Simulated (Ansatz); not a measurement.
## 1T-CoClI monolayer in a perpendicular field

Aim: how the 1T-CoClI monolayer screens a field along its normal, and what the field does to its bands. A positive field points along +c.

Method: plane-wave DFT, PBE-D3(BJ), Ansatz PAW (set soft_1); PAW set soft_1, in Ansatz 0.2.0.

This is a report of a sequence of runs, with most program output left out.

## Step 1: The structure

The cell holds 3 atoms: 1 I, 1 Co and 1 Cl. Cell: a = 3.585 Å, b = 3.585 Å, c = 35.979 Å, α = 90.0°, β = 90.0°, γ = 120.0°. Vacuum lies along c.

## Step 2: Relaxing the slab

The starting cell is a guess, so the in-plane lattice and the atoms are relaxed first, with the slab cut off from its images along the normal.

The input, input.yaml:

```yaml
crystal:
  lattice:
    - [3.585201, 0.0, 0.0]
    - [-1.7926005, 3.1048751437, 0.0]
    - [0.0, 0.0, 35.9793226425]
  atoms:
    - { symbol: I, position: [0.6666666667, 0.3333333333, 0.4655451734] }
    - { symbol: Co, position: [0.0, 0.0, 0.5095953483], spin: 3.0 }
    - { symbol: Cl, position: [0.3333333333, 0.6666666667, 0.5344548266] }
  periodic: [true, true, false]
magnetization:
  spin_polarized: true
kpoints:
  mp_grid: { grid: [12, 12, 1] }
hamiltonian:
  xc: pbe
  dispersion: d3bj
  pseudopotentials: { kind: paw, azcp: { folder: soft_1 } }
scf:
  occupations: { method: fermi_dirac, width: 0.05 }
  convergence: { dr2_threshold: 1.0e-09 }
relax:
  f_tol: 0.004
  max_steps: 90
  cell: {}
output:
  write_potential: true
  write_density: true
  volumetric_format: npy
```

Launch:

```console
$ ansatz run input.yaml --threads 2 --pin off --max-ram 3072MiB --backend cpu --events-out ev --progress --plain --runs-dir out
```

It took 4.2 min on 2 threads of Arm Neoverse V1, shared host; peak memory 0.85 GiB.

Step by step:

| step | energy less that of the first step (eV) | largest force component (eV/Å) | volume (Å³) |
| --- | --- | --- | --- |
| 1 | 0.0000 | 2.0803 | 400.51 |
| 2 | -0.2657 | 0.6100 | 391.95 |
| 3 | -0.3967 | 0.3593 | 410.35 |
| 4 | -0.4352 | 0.1382 | 424.23 |
| 5 | -0.4420 | 0.0297 | 434.64 |
| 6 | -0.4420 | 0.0104 | 435.28 |
| 7 | -0.4421 | 0.0001 | 435.13 |
| 8* | -0.4436 | 0.0009 | 435.13 |

Relaxation steps marked * repeat the geometry before them on a plane-wave basis chosen anew for their cell, so energy and pressure can jump there.

Forces are held to the 6 operations that the run works with; a distortion that breaks them can't arise in this run.

```csv
cell as run,before,after,change
a (Å),3.585,3.737,+4.2 %
b (Å),3.585,3.737,+4.2 %
```

The atoms that moved most (Å, along periodic axes as changes of fractional coordinates times the final cell, across vacuum about the mean position):

```csv
atom,dx,dy,dz,length
Cl3,0.000,0.000,0.226,0.226
I1,0.000,0.000,-0.165,0.165
Co2,0.000,0.000,-0.061,0.061
```

Final coordinates:

```cif
data_structure
_symmetry_space_group_name_H-M 'P 1'
_symmetry_Int_Tables_number 1
_cell_length_a 3.7369
_cell_length_b 3.7369
_cell_length_c 35.9793
_cell_angle_alpha 90.000
_cell_angle_beta 90.000
_cell_angle_gamma 120.000
_cell_volume 435.13
loop_
_atom_site_label
_atom_site_type_symbol
_atom_site_fract_x
_atom_site_fract_y
_atom_site_fract_z
_atom_site_occupancy
I1 I 0.66667 0.33333 0.46095 1
Co2 Co 0.00000 0.00000 0.50789 1
Cl3 Cl 0.33333 0.66667 0.54075 1
```

This step gave:

```yaml
energy_at_zero_smearing: -13720.0015 eV
total_moment: 2.829 μB
site_moments: 0.1539, 2.334, 0.1486 μB
```

Site moment by atom:

```
atom  site moment (μB)
  I1              0.15
 Co2              2.33
 Cl3              0.15
```

The lattice constant a goes from 3.585 to 3.737 Å.

## Step 3: Single point, field 0

A sawtooth potential applies the field, turning back in the middle of the vacuum. With the dipole correction the typed value is the field outside the slab. The induced dipole is small, so the SCF threshold is tight.

The cell differs from the one that the last finished run ended in (c 35.979 → 20.871 Å).

The input, input.yaml:

```yaml
crystal:
  lattice:
    - [3.7369375079, 0.0, 0.0]
    - [-1.8684687539, 3.2362828142, 0.0]
    - [0.0, 0.0, 20.8708895579]
  atoms:
    - { symbol: I, position: [0.6666666667, 0.3333333333, 0.4312226355], spin: 0.15 }
    - { symbol: Co, position: [0.0, 0.0, 0.5121413387], spin: 2.33 }
    - { symbol: Cl, position: [0.3333333333, 0.6666666667, 0.5687773645], spin: 0.15 }
magnetization:
  spin_polarized: true
kpoints:
  mp_grid: { grid: [18, 18, 1] }
  band_path:
    path: [[0, 0, 0], [0.5, 0, 0], [0.33333333, 0.33333333, 0], [0, 0, 0]]
    npoints: 16
hamiltonian:
  xc: pbe
  dispersion: d3bj
  pseudopotentials: { kind: paw, azcp: { folder: soft_1 } }
scf:
  occupations: { method: fermi_dirac, width: 0.02585 }
  convergence: { dr2_threshold: 1.0e-10 }
efield:
  axis: 3
  dipole_correction: true
  ramp_position: 0.97
  ramp_width: 0.06
  amplitude: 0
output:
  dos: { projected: true, e_range: [-6, 5] }
  write_potential: true
  write_density: true
  volumetric_format: npy
  elf: true
```

Elapsed: 60 s, on 2 threads; peak memory 0.83 GiB; 2 min of CPU time.

This step gave:

- energy at zero smearing: -13720.0017 eV
- total moment: 2.851 μB
- site moments: 0.1608, 2.343, 0.1496 μB
- work function, upper face: 5.743 eV
- work function, lower face: 5.097 eV
- dipole along the normal: -0.04320 e·Å
- step between the vacuum levels: 0.6464 eV

Running mean over a fixed 2.8 Å (it still follows the layers) of the planar mean; the ramp of the sawtooth is left out. Table of electron's electrostatic potential energy less the Fermi level by z:

z (Å), electron's electrostatic potential energy less the Fermi level (eV) and a bar from the least value:
```
     2.90       5.10 ############################
     3.33       5.10 ############################
     3.77       5.10 ############################
     4.06       5.10 ############################
     4.49       5.10 ############################
     4.93       5.09 ############################
     5.36       5.09 ############################
     5.80       5.06 ############################
     6.09       5.01 ############################
     6.52       4.79 ############################
     6.96       3.95 #########################
     7.39       2.18 #####################
     7.83       0.25 ################
     8.26      -1.65 ###########
     8.55      -2.61 #########
     8.99      -3.98 #####
     9.42      -5.48 ##
     9.86      -6.11 
    10.29      -5.96 
    10.58      -5.74 #
    11.02      -5.11 ###
    11.45      -4.16 #####
    11.88      -2.56 #########
    12.32      -0.62 ##############
    12.61       0.66 #################
    13.04       2.48 ######################
    13.48       4.15 ##########################
    13.91       5.29 #############################
    14.35       5.64 ##############################
    14.78       5.72 ##############################
    15.07       5.73 ##############################
    15.51       5.74 ##############################
    15.94       5.74 ##############################
    16.38       5.74 ##############################
    16.81       5.74 ##############################
    17.10       5.74 ##############################
    17.54       5.74 ##############################
    17.97       5.74 ##############################
```

The density of states has structure finer than the step of the table below, so its rows give means over 0.2 eV, whole bins alone (the curve runs from -6 to 1.99 eV). Peaks (eV: height): total -4.68: 13.4, -4.43: 10.2, -1.97: 11.4, -1.64: 8.80, -1.56: 8.33, -0.73: 12.0, -0.32: 20.5; up -4.87: 6.40, -4.68: 12.0, -4.43: 9.25, -2.80: 6.60, -1.97: 9.39, -1.64: 8.27, -1.56: 7.85; down -4.70: 5.55, -4.59: 5.67, -0.73: 10.7, -0.32: 19.3, 0.23: 5.77, 1.06: 7.10, 1.31: 6.12.

Density of states against energy, zero at the Fermi level; means over each step; values in states/eV a cell:

| energy (eV) | total | up | down |
| --- | --- | --- | --- |
| -5.8 | 0.395 | 0.395 | 0 |
| -5.6 | 1.14 | 0.883 | 0.254 |
| -5.4 | 2.29 | 1.47 | 0.821 |
| -5.2 | 3.02 | 1.60 | 1.42 |
| -5.0 | 1.67 | 0.810 | 0.857 |
| -4.8 | 4.73 | 2.83 | 1.90 |
| -4.6 | 5.30 | 2.89 | 2.41 |
| -4.4 | 5.33 | 4.21 | 1.13 |
| -4.2 | 1.62 | 0.319 | 1.30 |
| -4.0 | 4.47 | 3.40 | 1.07 |
| -3.8 | 2.42 | 0.957 | 1.46 |
| -3.6 | 3.35 | 0.935 | 2.41 |
| -3.4 | 3.75 | 1.34 | 2.41 |
| -3.2 | 3.49 | 2.29 | 1.20 |
| -3.0 | 2.86 | 2.56 | 0.296 |
| -2.8 | 5.27 | 4.29 | 0.975 |
| -2.6 | 2.87 | 2.00 | 0.869 |
| -2.4 | 3.64 | 1.07 | 2.58 |
| -2.2 | 3.51 | 1.06 | 2.44 |
| -2.0 | 5.66 | 3.70 | 1.96 |
| -1.8 | 3.60 | 2.85 | 0.751 |
| -1.6 | 5.01 | 4.50 | 0.507 |
| -1.4 | 0.724 | 0.344 | 0.381 |
| -1.2 | 1.43 | 1.16 | 0.273 |
| -1.0 | 2.20 | 2.07 | 0.132 |
| -0.8 | 3.81 | 1.43 | 2.37 |
| -0.6 | 5.05 | 2.15 | 2.90 |
| -0.4 | 5.16 | 1.44 | 3.72 |
| -0.2 | 1.18 | 0.698 | 0.482 |
| 0.0 | 2.35 | 0.467 | 1.88 |
| 0.2 | 2.98 | 0.139 | 2.84 |
| 0.4 | 0 | 0 | 0 |
| 0.6 | 0 | 0 | 0 |
| 0.8 | 0.432 | 0 | 0.432 |
| 1.0 | 2.85 | 0 | 2.85 |
| 1.2 | 2.83 | 0 | 2.83 |
| 1.4 | 3.38 | 0 | 3.38 |
| 1.6 | 0.443 | 0 | 0.443 |
| 1.8 | 0 | 0 | 0 |

Projected DOS per atom over height of the atomic layer and energy from the Fermi level. Layers: I Co Cl from below.

Ten even steps from '_' (0.00 states/eV) to '@' (3.20 states/eV), each cell a mean:
```
______
..++__
..**__
______
__::__
..++__
--%%__
--%%..
::::..
..--..
::@@..
++--::
====..
--++::
==----
..::++
::--==
..--**
==::##
....==
....::
______
```
Columns: height of the atomic layer (Å) from 9 to 11.9 (not evenly spaced); rows upwards: energy from the Fermi level (eV) from -5.96 to 1.96.

Projected DOS per atom, spin up over height of the atomic layer and energy from the Fermi level. Layers: I Co Cl from below.

Values in states/eV, 22 rows by 3 columns, each cell a mean:
```
0.00 0.00 0.00
0.00 0.00 0.00
0.00 0.00 0.00
0.00 0.00 0.00
0.01 0.00 0.00
0.33 0.08 0.03
0.74 0.31 0.13
0.89 0.65 0.32
0.69 0.71 0.32
0.20 1.07 0.41
0.23 2.95 0.37
0.30 0.81 0.34
0.43 1.04 0.36
0.88 1.76 0.50
0.66 0.98 0.25
0.31 0.50 0.15
0.58 0.90 0.57
0.14 1.16 1.36
0.77 0.54 1.33
0.33 0.33 0.69
0.27 0.29 0.62
0.10 0.09 0.16
```
Columns: height of the atomic layer (Å) from 9 to 11.9 (not evenly spaced); rows upwards: energy from the Fermi level (eV) from -5.96 to 1.96.

Projected DOS per atom, spin down over height of the atomic layer and energy from the Fermi level. Layers: I Co Cl from below.

Ten even steps from '0' (0.00 states/eV) to '9' (2.56 states/eV), each cell a mean:
```
000
160
170
010
020
070
190
080
000
000
200
511
410
100
303
016
003
102
204
002
001
000
```
Columns: height of the atomic layer (Å) from 9 to 11.9 (not evenly spaced); rows upwards: energy from the Fermi level (eV) from -5.96 to 1.96.

Deep bands are left out, so band numbers here count from the lowest band kept and differ from the log's. The electronic bands at the labelled points (eV, zero at the Fermi level; # counts the bands kept):

```csv
point,up #8,up #9,up #10,up #11,down #7,down #8,down #9,down #10
Γ,-1.60,-1.60,0.18,0.18,-0.73,-0.73,0.09,1.65
halfway,-1.81,-1.65,-1.20,-0.21,-0.76,-0.33,0.21,1.04
M,-2.00,-1.93,-0.76,-0.34,-0.77,-0.30,0.06,1.29
halfway,-1.96,-1.69,-1.05,-0.63,-0.57,-0.30,0.03,0.96
K,-1.83,-1.64,-1.45,-0.60,-0.47,-0.32,-0.01,0.87
halfway,-1.90,-1.54,-1.06,-0.67,-0.64,-0.35,0.21,1.05
Γ,-1.60,-1.60,0.18,0.18,-0.73,-0.73,0.09,1.65
```

Spin density in the ca plane at fractional y = 0.000, with atoms of Co within 0.2 Å of it.

Ten even steps from '0' (0.0 e/Å³) to '9' (5.7 e/Å³), each cell a mean:
```
00000000000000000001451000000000000000000000
00000000000000000000000000000000000000000000
00000000000000000000000000000000000000000000
00000000000000000000000000000000000000000000
00000000000000000000000000000000000000000000
00000000000000000000000000000000000000000000
00000000000000000000000000000000000000000000
00000000000000000000000000000000000000000000
00000000000000000000220000000000000000000000
00000000000000000002892000000000000000000000
```
Columns run along c (16.0 Å, from fractional 0.16 to 0.92 of the cell), rows up along a (3.7 Å). Atoms in or near the plane, at fractional coordinates: Co at (0.51, 0.00).

ELF in the ca plane at fractional y = 0.000, with atoms of Co within 0.2 Å of it. It is the smooth field of the valence electrons, not physical close to the nuclei.

Ten even steps from '0' (0.00) to '9' (0.75), each cell a mean:
```
00000000000000011114774100000000000000000000
00000000000001234322332111100000000000000000
00000000000135778742112355320000000000000000
00000000001368999873114788642000000000000000
00000000001479999884126899853100000000000000
00000000001479999974125899752100000000000000
00000000000247888863112576531000000000000000
00000000000013456532222233210000000000000000
00000000000000112213553110000000000000000000
00000000000000001114894100000000000000000000
```
Columns run along c (16.0 Å, from fractional 0.16 to 0.92 of the cell), rows up along a (3.7 Å). Atoms in or near the plane, at fractional coordinates: Co at (0.51, 0.00).

Electrostatic potential energy in the ca plane at fractional y = 0.000, with atoms of Co within 0.2 Å of it. With pseudopotentials it is smooth inside the atoms' cores, unlike the true potential.

Ten even steps from '0' (-30 eV) to '9' (4 eV), each cell a mean:
```
99999999999999999999984000058999999999999999
99999999999999999999987200378999999999999999
99999999999999999988888766789999999999999999
99999999999999999987778888888999999999999999
99999999999999999876568999888899999999999999
99999999999999999876678899888999999999999999
99999999999999999987788888888999999999999999
99999999999999999998887533689999999999999999
99999999999999999999985000168999999999999999
99999999999999999999983000048999999999999999
```
Columns run along c (16.0 Å, from fractional 0.09 to 0.85 of the cell; values clipped at the 3rd and 97th percentile), rows up along a (3.7 Å). Atoms in or near the plane, at fractional coordinates: Co at (0.51, 0.00).

The work function of the upper face is 5.74 eV.

## Step 4: Atoms held, field 0.1 V/Å

Edit input.yaml of step 3 so:

```diff
@@ -26,7 +26,6 @@
   dipole_correction: true
-  ramp_position: 0.97
-  ramp_width: 0.06
-  amplitude: 0
+  ramp_position: 0.9387
+  ramp_width: 0.1049
+  amplitude: 0.1
 output:
-  dos: { projected: true, e_range: [-6, 5] }
   write_potential: true
@@ -34,2 +33 @@
   volumetric_format: npy
-  elf: true
```

The job ended after 60 s (2 threads; peak memory 0.83 GiB).

The dipole is -0.0114 e·Å, 0.0318 e·Å from its value without field.

## Step 5: Single point, field -0.1 V/Å

Edit input.yaml of step 4 so:

```diff
@@ -28,3 +28,3 @@
   ramp_width: 0.1049
-  amplitude: 0.1
+  amplitude: -0.1
 output:
```

Run time: 63 s. Hardware: 2 threads; peak memory 0.83 GiB.

The dipole is -0.0749 e·Å, -0.0317 e·Å from its value without field.

## Step 6: Response, atoms held

This step: plane-wave DFT, PBE-D3(BJ), Ansatz PAW (set soft_1); response to a field along the normal, atoms held; PAW set soft_1 (Ansatz 0.2.0).

The dipoles give the slope, and the difference of two potentials shows where the field is screened.

This step gave:

| Item | Value |
| --- | --- |
| equivalent conductor thickness p/(ε₀AE) | 4.749 Å |
| distance between the outer atoms | 2.871 Å |

Dipole of the cell against applied field:

```
applied field (V/Å)  dipole of the cell (e·Å)
            -0.1000                   -0.0749
             0.0000                   -0.0432
             0.1000                   -0.0114
```

The total moment by applied field:

```
applied field (V/Å)  total moment (μB)
            -0.1000               2.84
             0.0000               2.85
             0.1000               2.86
```

Local field over the applied field, running mean. From the potentials at -0.1 and 0.1 V/Å; running mean over 2.5 Å. The local field over applied field by z:

```csv
z (Å),local field over applied field
4.06,0.999
4.35,0.999
4.78,0.997
5.07,0.993
5.51,0.983
5.80,0.970
6.09,0.946
6.52,0.883
6.81,0.816
7.10,0.732
7.54,0.588
7.83,0.484
8.26,0.324
8.55,0.227
8.84,0.148
9.28,0.0774
9.57,0.0606
9.86,0.0577
10.29,0.0633
10.58,0.0800
11.02,0.123
11.31,0.164
11.59,0.216
12.03,0.320
12.32,0.402
12.61,0.495
13.04,0.641
13.33,0.733
13.77,0.853
14.06,0.911
14.35,0.950
14.78,0.981
15.07,0.990
15.36,0.995
15.80,0.998
16.09,0.999
16.52,1.000
16.81,1.000
```

The induced electron density oscillates, so the rows of the table below give means over windows of 0.5 Å about each position, cut where the curve ends. Its maxima inside the range that stand out by 2 % of the span (Å: e/Å³ per V/Å): 7.83: 0.00342, 8.84: 0.00153, 10.44: -6.4e-4, 11.02: 0.00110. Its minima: 8.55: 0.00131, 10.00: -0.00134, 10.58: -0.00120, 12.75: -0.00346.

Electrons, planar mean, per unit field. Table of induced electron density by z; means over each step:

z (Å), induced electron density (e/Å³ per V/Å) and a bar from the least value:
```
      4.5    0.00001 ###############
      5.0    0.00003 ###############
      5.5    0.00008 ###############
      6.0    0.00023 ################
      6.5    0.00062 ##################
      7.0    0.00148 ######################
      7.5    0.00284 #############################
      8.0    0.00305 ##############################
      8.5    0.00158 #######################
      9.0    0.00129 #####################
      9.5    0.00011 ###############
     10.0   -0.00106 #########
     10.5   -0.00091 ##########
     11.0    0.00044 #################
     11.5   -0.00041 #############
     12.0   -0.00142 ########
     12.5   -0.00294 
     13.0   -0.00286 
     13.5   -0.00141 ########
     14.0   -0.00051 ############
     14.5   -0.00017 ##############
     15.0   -0.00005 ##############
     15.5   -0.00001 ###############
     16.0    0.00000 ###############
     16.5    0.00000 ###############
```

By hand: between -0.1 and 0.1 V/Å the dipole changes by 0.06348 e·Å, a slope of 0.3174 e·Å²/V. A perfect conductor of thickness t has p = ε₀AEt, so t = 180.95 × 0.3174 / 12.094 = 4.75 Å (e/ε₀ = 180.95 V·Å, A in Å²).

The induced dipole is that of a conductor 4.75 Å thick.

## Step 7: Results

```json
{
 "gap without field": "none",
 "work function, upper face": "5.74 eV",
 "step between the vacuum levels": "0.646 eV",
 "equivalent conductor thickness, atoms held": "4.75 Å"
}
```

What this shows: The induced dipole equals that of a perfect conductor 4.75 Å thick, while the outer atoms lie 2.87 Å apart. The two faces differ: the vacuum level above lies 0.65 eV higher than the one below. There is no gap over 0.03 eV, with or without the field. For an open d or f shell that can be the fault of a semilocal functional without a Hubbard term. The magnetic order is the one reached from the typed start; other orders were not compared. Spin-orbit coupling is left out, which matters for the bands of elements this heavy.

[Logs are printed without paths, hosts, clocks, repeated set-up lines and the standing remarks that a program may print on its own settings, such as how far it seeks lower states.]

[Hosts, paths, dates, database ids (printed as entryN), source tags and the programs' standing remarks are cut or masked in the printed files.]

[Maps of the electrostatic potential energy from Ansatz leave out the sawtooth potential of an applied field or a dipole correction, so their vacuum need not be flat; planar profiles and work functions include it.]
